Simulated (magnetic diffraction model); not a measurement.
**LaMnPt: what an assumed order does to the neutron pattern**

Space group Pnma (no. 62), a = 7.1400 Å, b = 4.4750 Å, c = 7.6980 Å.

| site | atom | x | y | z |
| --- | --- | --- | --- | --- |
| 4c | Pt | 0.2065 | 3/4 | 0.1144 |
| 4c | La | 0.4727 | 3/4 | 0.8238 |
| 4c | Mn | 0.3596 | 3/4 | 0.4391 |

The compound is invented for this exercise: a known structure type with other elements, its cell scaled to their sizes and not relaxed.

Only Mn is taken to order (form factors of Mn2+); orders and moment sizes are assumed, and not adapted to the symmetry. Radiation: neutrons of λ = 2.52 Å, 8° to 80°; isotropic B of 0.3 Å² (Pt), 0.39 Å² (La) and 0.46 Å² (Mn). Simulated constant-wavelength pattern: nuclear and magnetic terms add, the magnetic one as |2.695 fm × Σ f S⊥ exp(2πi Q·r) exp(−B s²)|², summed over all Q at one angle with the factor 1/(sin²θ cos θ). For collinear order S is the moment m, which repeats by lattice and centring translations R with the sign exp(−2πi k·R). Free-ion form factors, Sears's scattering lengths of 1992, no absorption; a label names one of the reflections at its angle. The strongest nuclear line in the range is 100, and lines under 0.2 are left out.

Assume the order k = (0 1/2 1/2), collinear moments along [110], 2.94 μB on Mn; signs + at (0.3596, 3/4, 0.4391), − at (0.8596, 3/4, 0.0609), + at (0.6404, 1/4, 0.5609), − at (0.1404, 1/4, 0.9391).

Q: Where does magnetic intensity appear, and how strong is it?

```tsv
2θ (°)	index	nuclear	magnetic
18.74	(0 1/2 -1/2)	0.0	16.6
27.79	(1 1/2 1/2)	0.0	19.8
27.86	(1 0 1)	16.3	0.0
32.88	(0 1/2 3/2)	0.0	16.8
38.01	(0 1 1)	3.6	0.0
38.22	(0 0 2)	12.1	0.0
38.97	(1 1/2 3/2)	0.0	0.8
43.48	(1 1 1)	100.0	0.0
43.66	(1 0 2)	47.5	0.0
45.75	(2 1/2 1/2)	0.0	1.9
45.79	(2 0 1)	22.0	0.0
50.96	(0 3/2 1/2)	0.0	1.4
53.68	(2 1 0)	11.4	0.0
53.80	(2 1/2 3/2)	0.0	5.3
55.42	(1 3/2 1/2)	0.0	4.3
55.61	(1 1 2)	34.4	0.0
55.72	(1 1/2 5/2)	0.0	7.9
57.40	(2 1 1)	86.4	0.0
57.55	(2 0 2)	8.1	0.0
58.49	(0 3/2 -3/2)	0.0	3.1
62.59	(1 3/2 3/2)	0.0	0.2
62.90	(1 0 3)	8.0	0.0
67.27	(3 1/2 1/2)	0.0	1.2
67.30	(3 0 1)	7.0	0.0
67.62	(2 3/2 -1/2)	0.0	0.9
67.79	(2 1 2)	11.3	0.0
68.55	(0 2 0)	22.6	0.0
68.95	(0 1 3)	8.4	0.0
72.30	(0 1/2 7/2)	0.0	1.5
72.73	(1 1 3)	11.9	0.0
74.12	(2 3/2 3/2)	0.0	2.3
74.42	(2 0 3)	9.9	0.0
75.53	(1 2 1)	5.9	0.0
75.75	(1 3/2 5/2)	0.0	2.9
76.01	(1 1/2 7/2)	0.0	0.9
76.86	(3 1 1)	0.9	0.0
76.99	(3 0 2)	14.1	0.0
```

The strongest magnetic line in the range is (1 1/2 1/2) at 27.79° (19.8). On top of the Lorentz factor, which all lines share, magnetic lines fade with angle because f falls: for Mn2+ it is 0.90, 0.66, 0.41 and 0.12 at sin θ/λ = 0.1, 0.2, 0.3 and 0.5 Å⁻¹, while nuclear lengths stay constant. The order has no net moment.

[Logs are printed without paths, hosts, clocks, repeated set-up lines and the standing remarks that a program may print on its own settings, such as how far it seeks lower states.]
